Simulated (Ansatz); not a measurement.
Rows from a G0W0 calculation on CS2NF5 (P-1) (Ansatz 0.2.0; G0W0 on PBEsol, plane waves, PAW; PAW set soft_1; 4×2×2 mesh, 1064 empty bands, screening to 140 eV, PAW set soft_1 files), in eV. Spin-orbit coupling is left out.

| row | k | band | start | Σx | Σc at the solution | Vxc |
| --- | --- | --- | --- | --- | --- | --- |
| A | (0.000, -0.500, -0.500) | c1 | 3.686 | -14.050 | -3.276 | -19.330 |
| B | (0.000, -0.500, 0.000) | v1 | 0.767 | -19.409 | 1.696 | -16.009 |
| C | (0.000, -0.500, -0.500) | c2 | 3.895 | -14.008 | -3.255 | -19.251 |
| D | (0.000, -0.500, 0.000) | c2 | 3.811 | -14.022 | -3.258 | -19.268 |
| E | (0.000, -0.500, 0.000) | c1 | 3.771 | -14.379 | -3.282 | -19.692 |
| F | (0.000, -0.500, -0.500) | v1 | 0.757 | -19.490 | 1.729 | -16.054 |

Question: Give the quasiparticle energies and the shift of each level.

The quasiparticle equation reads E = start + Σx + Σc(E) − Vxc.

| row | E (eV) | shift (eV) |
| --- | --- | --- |
| A | 5.691 | +2.005 |
| B | -0.937 | −1.704 |
| C | 5.884 | +1.989 |
| D | 5.798 | +1.987 |
| E | 5.803 | +2.032 |
| F | -0.950 | −1.707 |

The gap over the computed points goes from 2.92 eV to 6.63 eV.

Limits: not at the basis limit; coarse k mesh.

[Runs of the session that timed out or met a known fault of the program may be left out.]

[Cells called generated may have been cut or substituted from an entry of the Crystallography Open Database or the Materials Project.]

[Hosts, paths, dates, database ids (printed as entryN), source tags and the programs' standing remarks are cut or masked in the printed files.]
